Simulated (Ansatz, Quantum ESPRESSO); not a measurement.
# TiTe2 (P-3m1): zone-centre phonons

Aim: the zone-centre modes of TiTe2 (P-3m1).

Calculated with Quantum ESPRESSO 7.5; DFT LDA, scalar-relativistic, plane waves, GBRV ultrasoft pseudopotentials.

The experiments to compare with:

“Switching of the topologically trivial and non-trivial quantum phase transitions in compressed 1T-TiTe2: Experiments and Theory” (2017, arxiv:1709.00815) quotes from earlier work for TiTe2, 1T, CdI2-type trigonal (single crystal): Raman mode (Eg, earlier experiment (Ref. 34)) 102 cm⁻¹ [literature value quoted from Ref. 34, single crystal]; Raman mode (A1g, earlier experiment (Ref. 34)) 145 cm⁻¹ [literature value quoted from Ref. 34, single crystal].

Most raw output is cut from this account.

## Step 1: Set-up

Symmetry: P-3m1, No. 164, trigonal system. The conventional cell has a = 3.777 Å, b = 3.777 Å, c = 6.498 Å, α = 90.00°, β = 90.00°, γ = 120.00°. Ti has 6 Te at 2.77 Å nearest. Nearest to Te lie 3 Ti at 2.77 Å. Farther neighbours and most contacts between anions are not listed.

## Step 2: A probe with smearing

Before anything dear is run, a loose run with smearing shows whether this is a metal and how far the cell is from rest.

File probe.in:

```
&CONTROL
  calculation = 'scf'
  prefix      = 'x'
  outdir      = './tmp'
  pseudo_dir  = './pseudo'
  tprnfor     = .true.
  tstress     = .true.
  verbosity   = 'high'
/
&SYSTEM
  ibrav       = 4
  celldm(1)   = 7.13749557
  celldm(3)   = 1.72041303
  nat         = 3
  ntyp        = 2
  ecutwfc     = 40.0
  ecutrho     = 240.0
  occupations = 'smearing'
  smearing    = 'gaussian'
  degauss     = 0.01
/
&ELECTRONS
  conv_thr         = 1.0d-07
  mixing_beta      = 0.7
  electron_maxstep = 100
/
ATOMIC_SPECIES
 Ti     47.8670  Ti.upf
 Te    127.6000  Te.upf
ATOMIC_POSITIONS crystal
 Ti     0.000000000   0.000000000   0.000000000
 Te     0.666666670   0.333333330   0.262800000
 Te     0.333333330   0.666666670   0.737200000
K_POINTS automatic
 6 6 4 0 0 0
```

Command:

```bash
$ OMP_NUM_THREADS=1 mpirun -n 8 pw.x -nk 8 -in probe.in > probe.out
```

Wall time 3.9 s (8 MPI ranks of Arm Neoverse V1, shared host); 30 s of CPU time.

Read from the output:

- volume per atom: 26.76 Å³
- pressure: -4.017 GPa
- gap on the k-mesh: 0 eV

No gap opens on this mesh, so smearing is kept; the start stands at -4.0 GPa.

## Step 3: Relaxing the cell and atoms

The relaxation runs at a cutoff a fifth above that of the response, since stress converges more slowly with the basis than frequencies do. Forces and stress are brought to rest with tight thresholds.

File relax.in:

```
&CONTROL
  calculation   = 'vc-relax'
  prefix        = 'x'
  outdir        = './tmp'
  pseudo_dir    = './pseudo'
  tprnfor       = .true.
  tstress       = .true.
  forc_conv_thr = 2.0d-05
  etot_conv_thr = 1.0d-07
  nstep         = 40
/
&SYSTEM
  ibrav       = 4
  celldm(1)   = 7.13749557
  celldm(3)   = 1.72041303
  nat         = 3
  ntyp        = 2
  ecutwfc     = 48
  ecutrho     = 288.0
  occupations = 'smearing'
  smearing    = 'mv'
  degauss     = 0.02
/
&ELECTRONS
  conv_thr         = 1.0d-11
  mixing_beta      = 0.7
  electron_maxstep = 100
/
&IONS
/
&CELL
  press_conv_thr = 0.2
/
ATOMIC_SPECIES
 Ti     47.8670  Ti.upf
 Te    127.6000  Te.upf
ATOMIC_POSITIONS crystal
 Ti     0.000000000   0.000000000   0.000000000
 Te     0.666666670   0.333333330   0.262800000
 Te     0.333333330   0.666666670   0.737200000
K_POINTS automatic
 12 12 6 0 0 0
```

Command:

```bash
$ OMP_NUM_THREADS=1 mpirun -n 8 pw.x -nk 8 -in relax.in > relax.out
```

The job ended after 5.7 min (8 MPI ranks).

The run stopped without converging: the relaxation ran out of steps.

## Step 4: Relaxation

The search is taken up again from its last cell, with wider thresholds.

File relax.in:

```
&CONTROL
  calculation   = 'vc-relax'
  prefix        = 'x'
  outdir        = './tmp'
  pseudo_dir    = './pseudo'
  tprnfor       = .true.
  tstress       = .true.
  forc_conv_thr = 1.0d-04
  etot_conv_thr = 1.0d-06
  nstep         = 40
/
&SYSTEM
  ibrav       = 4
  celldm(1)   = 6.9461265
  celldm(3)   = 1.72030904
  nat         = 3
  ntyp        = 2
  ecutwfc     = 48
  ecutrho     = 288.0
  occupations = 'smearing'
  smearing    = 'mv'
  degauss     = 0.02
/
&ELECTRONS
  conv_thr         = 1.0d-11
  mixing_beta      = 0.7
  electron_maxstep = 100
/
&IONS
/
&CELL
  press_conv_thr = 0.5
/
ATOMIC_SPECIES
 Ti     47.8670  Ti.upf
 Te    127.6000  Te.upf
ATOMIC_POSITIONS crystal
 Ti     0.000000000   0.000000000   0.000000000
 Te     0.666666667   0.333333333   0.269610388
 Te     0.333333333   0.666666667   0.730389612
K_POINTS automatic
 12 12 6 0 0 0
```

It took 39 s on 8 MPI ranks; 5.2 min of CPU time.

Little changed from the start: no atom moved by 0.005 Å and no cell edge by 0.1 %.

The last row of the table of steps is pw.x's closing run on a basis chosen anew for the final cell, so its energy can jump.

This step gave:

| Quantity | Value |
| --- | --- |
| volume per atom | 24.66 Å³ |
| pressure | -0.01 GPa |

## Step 5: Ground state

Perturbation theory inherits every error of the wavefunctions, so the threshold is set near the limit of the arithmetic. Smearing stays on, as the first look found no gap above 0.3 eV.

File scf.in:

```
&CONTROL
  calculation = 'scf'
  prefix      = 'x'
  outdir      = './tmp'
  pseudo_dir  = './pseudo'
  tprnfor     = .true.
  tstress     = .true.
/
&SYSTEM
  ibrav       = 4
  celldm(1)   = 6.94581486
  celldm(3)   = 1.72034737
  nat         = 3
  ntyp        = 2
  ecutwfc     = 40.0
  ecutrho     = 240.0
  occupations = 'smearing'
  smearing    = 'mv'
  degauss     = 0.02
/
&ELECTRONS
  conv_thr         = 1.0d-12
  mixing_beta      = 0.7
  electron_maxstep = 100
/
ATOMIC_SPECIES
 Ti     47.8670  Ti.upf
 Te    127.6000  Te.upf
ATOMIC_POSITIONS crystal
 Ti     0.000000000   0.000000000   0.000000000
 Te     0.666666667   0.333333333   0.269597390
 Te     0.333333333   0.666666667   0.730402610
K_POINTS automatic
 12 12 6 0 0 0
```

Command:

```bash
$ OMP_NUM_THREADS=1 mpirun -n 8 pw.x -nk 8 -in scf.in > scf.out
```

The job ended after 15 s (8 MPI ranks).

Read from the output:

| Property | Result |
| --- | --- |
| pressure | -0.01033 GPa |

The cell stands at -0.010 GPa, close enough for phonons.

## Step 6: Zone-centre response

At q = 0 one unit cell holds all displacements; symmetry groups them into irreducible representations that are solved one by one. With smeared occupations no response to a homogeneous field can be asked.

File ph.in:

```
phonons
&INPUTPH
  prefix       = 'x'
  outdir       = './tmp'
  fildyn       = 'g.dyn'
  tr2_ph       = 1.0d-18
  alpha_mix(1) = 0.4
  nmix_ph      = 8
/
0.000000000000 0.000000000000 0.000000000000
```

Command:

```bash
$ OMP_NUM_THREADS=1 mpirun -n 8 ph.x -nk 8 -in ph.in > ph.out
```

It took 4.7 min on 8 MPI ranks; 37 min of CPU time.

This step gave:

- largest acoustic frequency at the zone centre before the sum rule: -6.06 cm⁻¹
- highest optical zone-centre mode (no LO-TO term): 285.6 cm⁻¹
- lowest optical zone-centre mode: 104.0 cm⁻¹

The acoustic modes at Γ come out as far as 6.1 cm⁻¹ from zero, where they should vanish, a small numerical error.

## Step 7: Modes with the sum rule

A rigid shift of the crystal must cost nothing, but grids and finite bases break this; the acoustic sum rule is imposed before the matrix is diagonalised again.

File dynmat.in:

```
&INPUT
  fildyn = 'g.dyn'
  asr    = 'crystal'
  fileig = 'dynmat.eig'
/
```

Command:

```bash
$ dynmat.x -in dynmat.in > dynmat.out
```

The job ended after 0.45 s (1 thread).

Unit eigenvectors of the mass-weighted matrix after the sum rule; no LO-TO term. Modes at Γ, with each element's share of the kinetic energy:

| mode | frequency (cm⁻¹) | symmetry | Ti % | Te % |
| --- | --- | --- | --- | --- |
| 1 | 0.0 | acoustic | 16 | 84 |
| 2 | 0.0 | acoustic | 16 | 84 |
| 3 | 0.0 | acoustic | 16 | 84 |
| 4 | 104.0 | Eg | 0 | 100 |
| 5 | 104.0 | Eg | 0 | 100 |
| 6 | 150.9 | A1g | 0 | 100 |
| 7 | 188.9 | Eu | 84 | 16 |
| 8 | 188.9 | Eu | 84 | 16 |
| 9 | 285.6 | A2u | 84 | 16 |

Displacements in mode 5 (104.0 cm⁻¹), the largest set to 1:
```
Ti1  0.00  0.00  0.00
Te2 -0.75  1.00  0.00
Te3  0.75 -1.00  0.00
```

Displacements in mode 9 (285.6 cm⁻¹), the largest set to 1:
```
Ti1  0.00  0.00  1.00
Te2  0.00  0.00 -0.19
Te3  0.00  0.00 -0.19
```

The rule moves no optical mode by more than 0.1 cm⁻¹.

## Step 8: Sum rules set otherwise: a sum rule for molecules or wires on a crystal

This rule also removes rotations, which suits molecules and not a crystal; it is tried to see the harm.

File dynmat.in:

```
&INPUT
  fildyn = 'g.dyn'
  asr    = 'zero-dim'
  fileig = 'dynmat.eig'
/
```

Command:

```bash
$ dynmat.x -in dynmat.in > dynmat.out
```

It took 0.45 s on 1 thread.

The run ended normally, but on settings that are not sound.

The fault: a sum rule for molecules or wires on a crystal; 3 optical modes are projected out to zero frequency, as if they were rotations.

For a crystal the rule has to be 'simple' or 'crystal'.

Zone-centre frequencies as printed; negative means imaginary. Modes:

| mode | frequency (cm⁻¹) |
| --- | --- |
| 1 | 0 |
| 2 | 0 |
| 3 | 0 |
| 4 | 0 |
| 5 | 0 |
| 6 | 0 |
| 7 | 127.2 |
| 8 | 155.6 |
| 9 | 266 |

## Step 9: Sum rules set otherwise (asr no)

Without the rule the raw error of the acoustic modes shows.

File dynmat.in:

```
&INPUT
  fildyn = 'g.dyn'
  asr    = 'no'
  fileig = 'dynmat.eig'
/
```

Command:

```bash
$ dynmat.x -in dynmat.in > dynmat.out
```

Run time: 0.45 s. Hardware: 1 thread.

Zone-centre frequencies as printed; negative means imaginary. Modes:

| mode | frequency (cm⁻¹) |
| --- | --- |
| 1 | -6.06 |
| 2 | -6.06 |
| 3 | -4.79 |
| 4 | 104 |
| 5 | 104 |
| 6 | 150.9 |
| 7 | 188.8 |
| 8 | 188.8 |
| 9 | 285.6 |

Against the first rule no mode moves by more than 6.1 cm⁻¹.

## Step 10: The same in Ansatz

The same cell goes through another code, with its own cutoff. The potentials differ. Its k mesh is centred on Γ.

This step: DFT LDA, scalar-relativistic, plane waves, PseudoDojo norm-conserving pseudopotentials (Ansatz 0.2.0).

File input.yaml:

```yaml
crystal:
  lattice:
    - [3.6755669371, 0.0, 0.0]
    - [-1.8377834695, 3.1831343403, 0.0]
    - [0.0, 0.0, 6.3232519133]
  atoms:
    - { symbol: Ti, position: [0.0, 0.0, 0.0] }
    - { symbol: Te, position: [0.6666666667, 0.3333333333, 0.26959739] }
    - { symbol: Te, position: [0.3333333333, 0.6666666667, 0.73040261] }
kpoints:
  mp_grid: { grid: [12, 12, 6] }
hamiltonian:
  xc: lda
  pseudopotentials: { kind: nc, accuracy: standard }
scf:
  occupations: { method: cold, width: 0.27211 }
output:
  eigenvalues: true
phonons:
  method: dfpt
```

Command:

```bash
$ ansatz run input.yaml --threads 8 --pin off --max-ram 16384MiB --backend cpu --events-out ev --progress --plain --runs-dir out
```

It took 2.4 min on 8 threads; peak memory 5.9 GiB; 19 min of CPU time.

This step gave:

```
sum-rule residual before enforcement             : 1.08e-4 eV/Å²
highest optical zone-centre mode (no LO-TO term) : 282.4 cm⁻¹
lowest optical zone-centre mode                  : 103.2 cm⁻¹
```

## Step 11: The two compared: QE GBRV and Ansatz, PseudoDojo

Worked out from the results:

* root-mean-square difference: 2.11 cm⁻¹
* largest difference: 3.16 cm⁻¹

Frequencies side by side, by row:

| q (reciprocal lattice) | mode | QE GBRV (cm⁻¹) | Ansatz, PseudoDojo (cm⁻¹) |
| --- | --- | --- | --- |
| 0 0 0 | 1 | 0 | 0 |
| 0 0 0 | 2 | 0 | 0 |
| 0 0 0 | 3 | 0 | 0 |
| 0 0 0 | 4 | 104 | 103.2 |
| 0 0 0 | 5 | 104 | 103.2 |
| 0 0 0 | 6 | 150.9 | 149.4 |
| 0 0 0 | 7 | 188.9 | 186.3 |
| 0 0 0 | 8 | 188.9 | 186.3 |
| 0 0 0 | 9 | 285.6 | 282.4 |

At the zone centre the largest difference (acoustic modes at Γ apart) is 1 % of the highest mode.

## Step 12: The same in Ansatz

The same cell goes through another code, with its own cutoff. It uses its own PAW datasets, so the potentials differ. Its k mesh is centred on Γ.

This step: DFT LDA, scalar-relativistic, plane waves, PAW (Ansatz 0.2.0).

input.yaml, as its differences from that of step 10:

```diff
@@ -13,3 +13,2 @@
   xc: lda
-  pseudopotentials: { kind: nc, accuracy: standard }
 scf:
```

Run time: 38 s. Hardware: 8 threads; peak memory 1.9 GiB.

Read from the output:

```yaml
sum_rule_residual_before_enforcement: 3.24e-5 eV/Å²
highest_optical_zone_centre_mode_no_lo_to_term: 282.8 cm⁻¹
lowest_optical_zone_centre_mode: 103.3 cm⁻¹
```

## Step 13: Side by side: QE GBRV and Ansatz, PAW

Worked out from the results:

```
root-mean-square difference : 1.96 cm⁻¹
largest difference          : 2.78 cm⁻¹
```

Frequencies side by side, by row:

| q (reciprocal lattice) | mode | QE GBRV (cm⁻¹) | Ansatz, PAW (cm⁻¹) |
| --- | --- | --- | --- |
| 0 0 0 | 1 | 0 | 0 |
| 0 0 0 | 2 | 0 | 0 |
| 0 0 0 | 3 | 0 | 0 |
| 0 0 0 | 4 | 104 | 103.3 |
| 0 0 0 | 5 | 104 | 103.3 |
| 0 0 0 | 6 | 150.9 | 149.7 |
| 0 0 0 | 7 | 188.9 | 186.3 |
| 0 0 0 | 8 | 188.9 | 186.3 |
| 0 0 0 | 9 | 285.6 | 282.8 |

At the zone centre the largest difference (acoustic modes at Γ apart) is 1.0 % of the highest mode.

## Step 14: Outcome

```yaml
space_group_after_relaxation: P-3m1
volume_per_atom: 24.7 Å³
highest_optical_zone_centre_mode_no_lo_to_term: 285.6 cm⁻¹
lowest_optical_zone_centre_mode: 104.0 cm⁻¹
imaginary_optical_modes_at_the_zone_centre_no_q_mesh_in_this_session: none
largest_difference_from_ansatz_pseudodojo: 3.16 cm⁻¹
```

What this shows: At the LDA level the optical modes of TiTe2 (P-3m1) at the zone centre run from 104 to 286 cm⁻¹. Of the 6 optical modes, 3 are Raman active alone and 3 are infrared active alone; inversion symmetry keeps the two sets apart. QE GBRV and Ansatz, PseudoDojo differ by 2.1 cm⁻¹ in the root mean square and by 3.2 cm⁻¹ at most, 1.1 % of the highest mode compared (acoustic modes at Γ left out); the two use different potentials, and the cell was not relaxed for the second set. QE GBRV and Ansatz, PAW differ by 2.0 cm⁻¹ in the root mean square and by 2.8 cm⁻¹ at most, 1.0 % of the highest mode compared (acoustic modes at Γ left out); the two use different potentials, and the cell was not relaxed for the second set. These are harmonic frequencies at zero temperature: anharmonic shifts and linewidths and thermal expansion are left out. Spin-orbit coupling is left out, which can matter for the heavy elements here. In a metal the frequencies hang on the k mesh and the smearing, most of all near Kohn anomalies. The LDA runs differ in the fit of the correlation energy, Perdew-Zunger in some and Perdew-Wang in others.

Comparison with the measured values:

| quantity | measured | LDA GBRV ultrasoft, Quantum ESPRESSO |
| --- | --- | --- |
| Raman mode, Eg, earlier experiment … (cm⁻¹) | 102 | 104 (+2.0 %) |
| Raman mode, A1g, earlier experiment … (cm⁻¹) | 145 | 151 (+4.1 %) |

Measured values from arxiv:1709.00815 (2017).

**Verdict.** The Raman mode is off by +2.0 %: good agreement. The Raman mode is off by +4.1 %: fair agreement. The grades are ours: good and fair within 3 and 7 % for the Raman mode. Zero-point motion and thermal expansion are not in the computed Raman mode.

[Host names and launcher messages were left out of these logs when they were recorded.]

[Logs are printed without paths, hosts, clocks, repeated set-up lines and the standing remarks that a program may print on its own settings, such as how far it seeks lower states.]

[Hosts, paths, dates, database ids (printed as entryN), source tags and the programs' standing remarks are cut or masked in the printed files.]
